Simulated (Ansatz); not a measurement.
## Lattice dynamics of MgZrO3 (built on the sites of a database entry of BaZrO3)

Task: relax MgZrO3 (built on the sites of a database entry of BaZrO3), then find its harmonic phonons.

Method: DFT PBEsol, scalar-relativistic, plane waves, PAW, in Ansatz 0.2.0.

This is a report of a sequence of runs, with most program output left out.

The structure was built from a prototype and need not be the compound's stable phase.

## Step 1: Set-up

Symmetry: Pm-3m, No. 221, cubic system. Conventional cell: a = 3.588 Å, b = 3.588 Å, c = 3.588 Å, α = 90.00°, β = 90.00°, γ = 90.00°. Nearest to Mg lie 12 O at 2.54 Å. Zr has 6 O at 1.79 Å nearest. Nearest to O lie 2 Zr at 1.79 Å and 4 Mg at 2.54 Å. Farther neighbours and most contacts between anions are not listed.

## Step 2: Rough relaxation

The start is far from rest, so a relaxation with loose tolerances brings it close first.

Contents of input.yaml:

```yaml
crystal:
  lattice:
    - [3.58829, 0.0, 0.0]
    - [0.0, 3.58829, 0.0]
    - [0.0, 0.0, 3.58829]
  atoms:
    - { symbol: Mg, position: [0.0, 0.0, 0.0] }
    - { symbol: Zr, position: [0.5, 0.5, 0.5] }
    - { symbol: O, position: [0.0, 0.5, 0.5] }
    - { symbol: O, position: [0.5, 0.0, 0.5] }
    - { symbol: O, position: [0.5, 0.5, 0.0] }
kpoints:
  mp_grid: { grid: [6, 6, 6] }
hamiltonian:
  xc: pbesol
scf:
  occupations: { method: gaussian, width: 0.1 }
output:
  forces: true
  stress: true
  eigenvalues: true
relax:
  adjacent_minimum: "off"
  f_tol: 0.05
  max_steps: 80
  cell: { stress_tol: 0.5 }
```

Run with:

```bash
$ ansatz run input.yaml --threads 8 --pin off --max-ram 14336MiB --backend cpu --events-out ev --progress --plain --runs-dir out
```

Run time: 3.1 s. Hardware: 8 threads of Arm Neoverse V2, shared host; peak memory 0.42 GiB.

Step by step:

| step | energy less that of the first step (eV) | largest force component (eV/Å) | pressure (GPa) | volume (Å³) |
| --- | --- | --- | --- | --- |
| 1 | 0.0000 | 0.0000 | 138.37 | 46.20 |
| 2 | -4.2537 | 0.0000 | 62.65 | 53.29 |
| 3 | -5.9881 | 0.0000 | 15.10 | 61.01 |
| 4 | -6.1330 | 0.0000 | 2.48 | 63.95 |
| 5 | -6.1352 | 0.0000 | -0.06 | 64.60 |
| 6* | -6.6225 | 0.0000 | 8.21 | 64.60 |
| 7 | -6.6810 | 0.0000 | 1.75 | 66.85 |
| 8 | -6.6811 | 0.0000 | 0.02 | 67.53 |
| 9* | -6.6955 | 0.0000 | 0.05 | 67.53 |

Relaxation steps marked * repeat the geometry before them on a plane-wave basis chosen anew for their cell, so energy and pressure can jump there.

The run keeps the 48 symmetry operations that it works with, so distortions that break them were not tested.

```csv
cell as run,before,after,change
a (Å),3.588,4.072,+13.5 %
b (Å),3.588,4.072,+13.5 %
c (Å),3.588,4.072,+13.5 %
volume (Å³/atom),9.24,13.51,+46.2 %
```

The relaxed structure:

```xyz
5
Lattice="4.0722 0.0000 0.0000 0.0000 4.0722 0.0000 0.0000 0.0000 4.0722" Properties=species:S:1:pos:R:3 pbc="T T T"
Mg    0.0000    0.0000    0.0000
Zr    2.0361    2.0361    2.0361
O     0.0000    2.0361    2.0361
O     2.0361    0.0000    2.0361
O     2.0361    2.0361    0.0000
```

A gap read on the k-mesh alone can miss the band edges.

Numbers from this step:

| Property | Result |
| --- | --- |
| pressure | 0.04639 GPa |
| volume per atom | 13.51 Å³ |
| gap on the k-mesh | 0.7651 eV |
| direct gap on mesh | 1.073 eV |

In this step the volume went from 9.24 to 13.51 Å³/atom.

## Step 3: Relaxation

Harmonic phonons are second derivatives at a point where the forces vanish, and they are wanted at zero stress, so atoms and cell are relaxed first.

Contents of input.yaml:

```yaml
crystal:
  lattice:
    - [4.0722439007, 0.0, 0.0]
    - [0.0, 4.0722439007, 0.0]
    - [0.0, 0.0, 4.0722439007]
  atoms:
    - { symbol: Mg, position: [0.0, 0.0, 0.0] }
    - { symbol: Zr, position: [0.5, 0.5, 0.5] }
    - { symbol: O, position: [0.0, 0.5, 0.5] }
    - { symbol: O, position: [0.5, 0.0, 0.5] }
    - { symbol: O, position: [0.5, 0.5, 0.0] }
kpoints:
  mp_grid: { grid: [6, 6, 6] }
hamiltonian:
  xc: pbesol
scf:
  occupations: { method: gaussian, width: 0.02 }
output:
  forces: true
  stress: true
  eigenvalues: true
  write_density: true
  write_potential: true
  elf: true
  volumetric_format: npy
relax:
  adjacent_minimum: "off"
  f_tol: 0.005
  max_steps: 80
  cell: { stress_tol: 0.05 }
```

Run time: 0.96 s. Hardware: 8 threads; peak memory 0.42 GiB; 5.2 s of CPU time.

Little changed from the start: no atom moved by 0.005 Å and no cell edge by 0.1 %.

Numbers from this step:

* pressure: 0.04637 GPa

Electrostatic potential energy in the ac plane at fractional y = 0.500, with atoms of Zr and O within 0.2 Å of it. With pseudopotentials it is smooth inside the atoms' cores, unlike the true potential.

Ten even steps from '0' (-63 eV) to '9' (12 eV), each cell a mean:
```
99999633479999
99999865799999
99999988899999
99998877789999
78997532468997
45886300147874
23785100027853
34786200037863
67997521358986
99998765678999
99999988899999
99999977899999
99999743589999
99999632479999
```
Columns run along a (4.1 Å; values clipped at the 3rd and 97th percentile), rows up along c (4.1 Å). Atoms in or near the plane, at fractional coordinates: Zr at (0.50, 0.50), O at (0.00, 0.50), O at (0.50, 0.00).

ELF in the ac plane at fractional y = 0.500, with atoms of Zr and O within 0.2 Å of it. It is the smooth field of the valence electrons, not physical close to the nuclei.

Ten even steps from '0' (0.03) to '9' (0.82), each cell a mean:
```
00148987997300
00026999985100
42102455531013
76310134310157
99722799851389
89835987983599
48946941794597
69935964893598
99723799971499
88511356520268
53101234321024
11015799873101
00138998996200
00158964897400
```
Columns run along a (4.1 Å), rows up along c (4.1 Å). Atoms in or near the plane, at fractional coordinates: Zr at (0.50, 0.50), O at (0.00, 0.50), O at (0.50, 0.00).

Valence density in the ac plane at fractional y = 0.500, with atoms of Zr and O within 0.2 Å of it. It is the smooth field of the valence electrons, not physical close to the nuclei.

Values in e/Å³, 14 rows by 14 columns, each cell a mean:
```
0.0 0.0 0.1 0.2 0.6 1.9 4.9 5.9 3.7 1.4 0.4 0.1 0.1 0.0
0.1 0.1 0.1 0.1 0.4 1.0 2.4 2.9 1.8 0.8 0.3 0.1 0.1 0.1
0.1 0.1 0.1 0.1 0.2 0.4 0.8 0.9 0.7 0.4 0.2 0.1 0.1 0.1
0.4 0.3 0.2 0.2 0.2 0.4 0.9 1.0 0.7 0.4 0.2 0.2 0.3 0.4
1.7 1.3 0.6 0.3 0.5 1.3 2.5 2.8 2.1 1.1 0.4 0.4 0.8 1.4
4.5 3.2 1.2 0.6 1.1 2.5 3.9 4.0 3.6 2.1 0.7 0.7 1.8 3.7
7.0 5.2 1.8 0.8 1.5 3.3 3.8 3.3 4.0 2.8 1.0 0.9 2.9 5.9
5.9 4.3 1.5 0.7 1.3 3.0 4.0 3.8 3.9 2.5 0.9 0.8 2.4 4.9
2.3 1.6 0.7 0.4 0.7 1.6 3.0 3.3 2.5 1.3 0.4 0.4 1.0 1.9
0.7 0.6 0.3 0.2 0.3 0.7 1.3 1.5 1.1 0.5 0.2 0.2 0.4 0.6
0.2 0.2 0.1 0.1 0.2 0.4 0.7 0.8 0.6 0.3 0.2 0.1 0.1 0.2
0.1 0.1 0.1 0.1 0.3 0.7 1.5 1.8 1.2 0.6 0.2 0.1 0.1 0.1
0.0 0.0 0.1 0.2 0.6 1.6 4.3 5.2 3.2 1.3 0.3 0.1 0.1 0.0
0.0 0.0 0.1 0.2 0.7 2.3 5.9 7.0 4.5 1.7 0.4 0.1 0.1 0.0
```
Columns run along a (4.1 Å), rows up along c (4.1 Å). Atoms in or near the plane, at fractional coordinates: Zr at (0.50, 0.50), O at (0.00, 0.50), O at (0.50, 0.00).

In this step the volume went from 13.51 to 13.51 Å³/atom.

## Step 4: Tight relaxation, k-mesh 8×8×8

Phonons need a cell at rest on their own settings, so the relaxation is repeated with tight tolerances on forces and stress, using the mesh and the filling of the phonon run that follows.

input.yaml, the sections that differ from step 3:

```yaml
kpoints:
  mp_grid: { grid: [8, 8, 8] }
scf:
  occupations: { method: fixed }
output:
  forces: true
  stress: true
  eigenvalues: true
relax:
  adjacent_minimum: "off"
  f_tol: 0.001
  max_steps: 60
  cell: { stress_tol: 0.01 }
# crystal, hamiltonian: as in step 3
```

Run time: 2 s. Hardware: 8 threads; peak memory 0.46 GiB.

Little changed from the start: no atom moved by 0.005 Å and no cell edge by 0.1 %.

This step gave:

* pressure: 0.001462 GPa
* gap on the k-mesh: 0.7650 eV
* direct gap on mesh: 1.074 eV

The forces vanish by symmetry and the pressure is 0.001 GPa, within the tolerances set. The cell now holds 13.51 Å³/atom.

## Step 5: A first phonon run

The phonons are first tried on the mesh that the gap suggested.

Contents of input.yaml:

```yaml
crystal:
  lattice:
    - [4.0725944006, 0.0, 0.0]
    - [0.0, 4.0725944006, 0.0]
    - [0.0, 0.0, 4.0725944006]
  atoms:
    - { symbol: Mg, position: [0.0, 0.0, 0.0] }
    - { symbol: Zr, position: [0.5, 0.5, 0.5] }
    - { symbol: O, position: [0.0, 0.5, 0.5] }
    - { symbol: O, position: [0.5, 0.0, 0.5] }
    - { symbol: O, position: [0.5, 0.5, 0.0] }
kpoints:
  mp_grid: { grid: [8, 8, 8] }
hamiltonian:
  xc: pbesol
scf:
  occupations: { method: fixed }
output:
  eigenvalues: true
phonons:
  method: dfpt
  dielectric: true
  rigid_motions: translations
```

The job ended after 31 s (8 threads; peak memory 1.4 GiB).

This step gave:

```yaml
sum_rule_residual_before_enforcement: 1.69e-4 eV/Å²
miss_of_the_charge_sum_rule: 0.004269 e
estimated_error_of_the_dielectric_tensor: 0.02199
estimated_error_of_the_born_charges: 0.05223 e
point_group: m-3m
highest_optical_mode_at_the_zone_centre_no_lo_to_term: 640.3 cm⁻¹
lowest_optical_zone_centre_mode: -257.9 cm⁻¹
mean_high_frequency_dielectric_constant: 5.213
largest_born_charge_third_of_the_trace: 5.827 e
top_of_the_zone_centre_spectrum_with_the_field: 817.6 cm⁻¹
```

The highest optical mode at Γ without the field comes at 640.3 cm⁻¹, but the log warns of the mesh: “the force constants stand on the 8×8×8 k-mesh, whose period is 13.29 times the interband length at k = (0.0000, 0.0000, 0.0000), direct gap 1.074 eV, under 14: take them and everything formed from them as unconverged”.

## Step 6: Relaxing to small forces for the phonons, k-mesh 12×12×12

The k mesh is raised to 12×12×12 since a zone-centre run on the first mesh warned that it was too coarse for the force constants, and the cell is relaxed again on it.

input.yaml, the sections that differ from step 5:

```yaml
kpoints:
  mp_grid: { grid: [12, 12, 12] }
output:
  forces: true
  stress: true
  eigenvalues: true
relax:
  adjacent_minimum: "off"
  f_tol: 0.001
  max_steps: 60
  cell: { stress_tol: 0.01 }
# crystal, hamiltonian, scf: as in step 5
# phonons: removed
```

Run time: 2.2 s. Hardware: 8 threads; peak memory 0.5 GiB; 15 s of CPU time.

Little changed from the start: no atom moved by 0.005 Å and no cell edge by 0.1 %.

This step gave:

- pressure: 0.002749 GPa
- gap on the k-mesh: 0.7652 eV

The forces vanish by symmetry and the pressure is 0.003 GPa, within the tolerances set. The cell now holds 13.51 Å³/atom.

## Step 7: Modes at Γ

The zone centre comes first: it holds the modes that light can see, as far as symmetry allows. The response to a homogeneous field gives the Born charges and the dielectric tensor.

Edit input.yaml of step 6 so:

```diff
@@ -18,9 +18,6 @@
 output:
-  forces: true
-  stress: true
   eigenvalues: true
-relax:
-  adjacent_minimum: "off"
-  f_tol: 0.001
-  max_steps: 60
-  cell: { stress_tol: 0.01 }
+phonons:
+  method: dfpt
+  dielectric: true
+  rigid_motions: translations
```

It took 81 s on 8 threads; peak memory 3.4 GiB; 9.5 min of CPU time.

This step gave:

| Quantity | Value |
| --- | --- |
| sum-rule residual before enforcement | 1.75e-4 eV/Å² |
| miss of the charge sum rule | 0.003209 e |
| estimated error of the dielectric tensor | 0.01754 |
| estimated error of the Born charges | 0.03232 e |
| mean high-frequency dielectric constant | 5.216 |
| largest Born charge (third of the trace) | 5.826 e |
| top of the zone-centre spectrum with the field | 817.5 cm⁻¹ |

Without the LO-TO term. Patterns of degenerate modes are one choice out of their space. Modes at Γ, with each element's share of the kinetic energy (negative means imaginary):

```csv
mode,frequency (cm⁻¹),symmetry,Mg %,Zr %,O %
1,-257.9,T1u,57,0,43
2,-257.9,T1u,57,0,43
3,-257.9,T1u,57,0,43
4,-217.3,T2u,0,0,100
5,-217.3,T2u,0,0,100
6,-217.3,T2u,0,0,100
7,0.0,acoustic,15,56,29
8,0.0,acoustic,15,56,29
9,0.0,acoustic,15,56,29
10,181.8,T1u,28,38,34
11,181.8,T1u,28,38,34
12,181.8,T1u,28,38,34
13,640.3,T1u,0,6,94
14,640.3,T1u,0,6,94
15,640.3,T1u,0,6,94
```

Displacements in mode 3 (-257.9 cm⁻¹), the largest set to 1:
```
Mg1 -0.04 -0.78  1.00
Zr2  0.00 -0.02  0.03
O3   0.01  0.58 -0.74
O4   0.03  0.15 -0.74
O5   0.03  0.58 -0.19
```

Displacements in mode 13 (640.3 cm⁻¹), the largest set to 1:
```
Mg1  0.00 -0.03  0.00
Zr2  0.00 -0.11  0.01
O3   0.00 -0.17  0.01
O4   0.00  1.00  0.01
O5   0.00 -0.17 -0.07
```

Optical modes at the zone centre, without and with the macroscopic field of the longitudinal modes; each column is sorted by frequency, so a row need not hold one and the same mode. Modes with and without the field, by row:

```csv
rank among optical modes,no field (cm⁻¹),"q along (1, 0, 0) (cm⁻¹)"
1,-257.9,-257.9
2,-257.9,-257.9
3,-257.9,-217.3
4,-217.3,-217.3
5,-217.3,-217.3
6,-217.3,-75.5
7,181.8,181.8
8,181.8,181.8
9,181.8,279.2
10,640.3,640.3
11,640.3,640.3
12,640.3,817.5
```

Born charge (rows field, columns displacement) (e), principal values of the symmetric part by kind of site:

| atom | atoms with these values | low | middle | high | mean |
| --- | --- | --- | --- | --- | --- |
| Mg1 | 1 | 2.69 | 2.69 | 2.69 | 2.69 |
| Zr2 | 1 | 5.83 | 5.83 | 5.83 | 5.83 |
| O3 | 3 | -4.97 | -1.77 | -1.77 | -2.84 |

In full for Mg1:

```
2.69 0.00 0.00
0.00 2.69 0.00
0.00 0.00 2.69
```

High-frequency dielectric tensor:

```
5.22 0.00 0.00
0.00 5.22 0.00
0.00 0.00 5.22
```

Transverse modes; imaginary modes are left out. Lines of the infrared spectrum (strongest = 100):

| position (cm⁻¹) | label | relative intensity |
| --- | --- | --- |
| 182 | T1u | 15 |
| 640 | T1u | 100 |

Before it was imposed, the acoustic sum rule was missed by 1.7e-4 eV/Å² and the charge sum rule by 0.0032 e. Small misses are needed for a sound result but don't prove that mesh and cutoff are converged. Against the first mesh the highest mode moved by +0.0 cm⁻¹. The lowest optical mode is imaginary, 257.9i cm⁻¹, so the energy falls along it.

## Step 8: The dispersion

Stability and thermal properties need the whole zone. Linear response on a 2×2×2 q mesh gives force constants as far as a supercell of that size would, and the tensors from the zone-centre run are typed in so that the long-range dipole term is interpolated apart.

input.yaml, the sections that differ from step 7:

```yaml
phonons:
  method: dfpt
  qmesh: [2, 2, 2]
  temperatures: { t_max: 1000, t_step: 50 }
  qpath:
    path:
      - [[0.0, 0.0, 0.0], [0.0, 0.5, 0.0], [0.5, 0.5, 0.0], [0.0, 0.0, 0.0], [0.5, 0.5, 0.5], [0.0, 0.5, 0.0]]
      - [[0.5, 0.5, 0.5], [0.5, 0.5, 0.0]]
    npoints: 10
  non_analytic_term:
    high_frequency_dielectric_tensor: [[5.2162, 0.0, 0.0], [0.0, 5.2162, 0.0], [0.0, 0.0, 5.2162]]
    born_effective_charges:
      - { species: Mg, tensor: [[2.6891, 0.0, 0.0], [0.0, 2.6891, 0.0], [0.0, 0.0, 2.6891]] }
      - { species: Zr, tensor: [[5.8263, 0.0, 0.0], [0.0, 5.8263, 0.0], [0.0, 0.0, 5.8263]] }
      - { species: O, tensor: [[-4.9695, 0.0, 0.0], [0.0, -1.773, 0.0], [0.0, 0.0, -1.773]] }
      - { species: O, tensor: [[-1.773, 0.0, 0.0], [0.0, -4.9695, 0.0], [0.0, 0.0, -1.773]] }
      - { species: O, tensor: [[-1.773, 0.0, 0.0], [0.0, -1.773, 0.0], [0.0, 0.0, -4.9695]] }
    source: "zone-centre run at this cell"
# crystal, kpoints, hamiltonian, scf, output: as in step 7
```

The job ended after 2.4 min (8 threads; peak memory 1.7 GiB; 18 min of CPU time).

This step gave:

```
sum-rule residual before enforcement                    : 9.57e-5 eV/Å²
lowest frequency on the path                            : -300.9 cm⁻¹
highest frequency on the path or at a solved wavevector : 912.3 cm⁻¹
lowest mode on the q mesh (acoustic modes at Γ apart)   : -300.9 cm⁻¹
```

Frequencies (cm⁻¹) solved at each irreducible wavevector; negative means imaginary. Frequencies by wavevector, by row:

```csv
q in reciprocal lattice units,star,mode 1,mode 2,mode 3,mode 4,mode 13,mode 14,mode 15
0 0 0,1,-257.9,-257.9,-257.9,-217.3,640.3,640.3,640.3
0 0 -0.5,3,-215,-215,-184.1,-177.8,637.6,637.6,848.2
0 -0.5 -0.5,3,-300,-248,-248,-150.8,636,681.7,881.1
-0.5 -0.5 -0.5,1,-300.9,-300.9,-300.9,-215,672.3,672.3,912.3
```

Interpolated from a 2×2×2 q mesh, rough between the solved points, with the LO-TO term (at Γ the limit along the path; where Γ stands inside the path, tables give the limit on arrival). The phonon branches at the labelled points (cm⁻¹):

```
    point  branch 1  branch 2  branch 3  branch 4  branch 12  branch 13  branch 14  branch 15
        Γ      -258      -258      -217      -217        279        640        640        818
  halfway      -241      -241      -201      -185        320        639        639        832
        X      -215      -215      -184      -178        368        638        638        848
  halfway      -263      -229      -215      -191        378        637        665        861
        M      -300      -248      -248      -151        375        636        682        881
  halfway      -259      -227      -221      -190        336        638        659        841
        Γ      -258      -258      -217      -217        279        640        640        818
  halfway      -245      -245      -241      -180        350        657        657        854
        R      -301      -301      -301      -215        347        672        672        912
  halfway      -259      -258      -218      -214        380        656        667        874
        X      -215      -215      -184      -178        368        638        638        848
jump to R      -301      -301      -301      -215        347        672        672        912
  halfway      -300      -259      -259      -195        368        658        677        894
        M      -300      -248      -248      -151        375        636        682        881
```

The phonon density of states has structure finer than the step of the table below, so its rows give means over 50 cm⁻¹, whole bins alone (the curve runs from -305 to 915 cm⁻¹). Peaks (cm⁻¹: height): -245.0: 0.0536, -215.0: 0.0523, 185.0: 0.0305, 375.0: 0.0401, 645.0: 0.0637, 855.0: 0.0194.

Tetrahedra on a 16×16×16 mesh, mean over bins of 10 cm-1. Interpolated from a 2×2×2 q mesh, rough between the solved points. Phonon density of states against wavenumber; means over each step:

```csv
wavenumber (cm⁻¹),phonon density of states (1/cm⁻¹/cell)
-250,0.0382
-200,0.0406
-150,0.0148
-100,0.00489
-50,0.00320
0,0.00236
50,0.00481
100,0.0154
150,0.0180
200,0.0259
250,0.0210
300,0.0178
350,0.0222
400,0.00402
450,0
500,0
550,0
600,0
650,0.0368
700,0.00317
750,7.0e-6
800,7.2e-4
850,0.0146
```

The partial phonon density of states has structure finer than the step of the table below, so its rows give means over 25 cm⁻¹, whole bins alone (the curve runs from -309 to 948 cm⁻¹). Peaks (cm⁻¹: height): Mg -206.5: 0.0230, 196.9: 0.00464; O -238.1: 0.0281, 196.9: 0.0130, 647.7: 0.0459, 853.3: 0.0169; Zr 117.8: 0.0121, 196.9: 0.0114, 370.9: 0.0146, 639.8: 0.0021.

Phonopy on the run's constants, 15x15x15 mesh, Gaussian sigma 9.0 cm-1. Interpolated from a 2×2×2 q mesh, rough between the solved points. Table of partial phonon density of states by wavenumber; means over each step; values in 1/cm⁻¹/cell:

```csv
wavenumber (cm⁻¹),Mg,O,Zr
-275,0.00271,0.0155,2.2e-5
-250,0.0158,0.0256,7.7e-5
-225,0.0201,0.0263,8.3e-5
-200,0.0194,0.0209,2.1e-4
-175,0.0106,0.0190,3.4e-4
-150,0.00434,0.00875,2.9e-4
-125,0.00244,0.00478,2.8e-4
-100,0.00167,0.00272,2.4e-4
-75,0.00242,0.00250,3.9e-4
-50,0.00165,8.8e-4,2.9e-4
-25,6.6e-4,7.2e-4,1.4e-4
0,1.8e-4,3.5e-4,9.7e-5
25,6.2e-4,6.9e-4,4.5e-4
50,0.00170,0.00197,0.00162
75,0.00243,0.00325,0.00388
100,0.00307,0.00471,0.00902
125,0.00247,0.00514,0.0107
150,0.00260,0.00637,0.00946
175,0.00363,0.00885,0.00954
200,0.00407,0.0117,0.0105
225,0.00299,0.0102,0.00974
250,0.00251,0.00920,0.00896
275,0.00248,0.00889,0.00780
300,0.00221,0.00959,0.00620
325,0.00206,0.00926,0.00522
350,0.00228,0.00947,0.00873
375,0.00222,0.00894,0.0111
400,1.8e-4,7.1e-4,9.7e-4
425,0,0,1.2e-6
450,0,0,0
475,0,0,0
500,0,0,0
525,0,0,0
550,0,0,0
575,0,0,0
600,0,9.9e-5,5.2e-6
625,4.9e-6,0.0129,7.0e-4
650,1.5e-5,0.0407,0.00158
675,5.1e-6,0.0223,2.7e-4
700,0,0.00137,3.1e-6
725,0,1.3e-6,0
750,0,0,0
775,0,0,0
800,8.2e-6,3.4e-4,3.5e-5
825,1.1e-4,0.00571,3.6e-4
850,1.7e-4,0.0152,4.1e-4
875,5.4e-5,0.0128,1.7e-4
900,4.8e-6,0.00423,3.2e-5
925,0,3.4e-4,8.2e-7
```

Symmetry leaves 4 wavevectors to solve. The lowest mode among them, the acoustic zeros apart, lies at q = (-0.5, -0.5, -0.5) and is imaginary, 300.9i cm⁻¹, so the energy falls along it.

[end of part 1 of 2]

[Logs are printed without paths, hosts, clocks, repeated set-up lines and the standing remarks that a program may print on its own settings, such as how far it seeks lower states.]

[Hosts, paths, dates, database ids (printed as entryN), source tags and the programs' standing remarks are cut or masked in the printed files.]
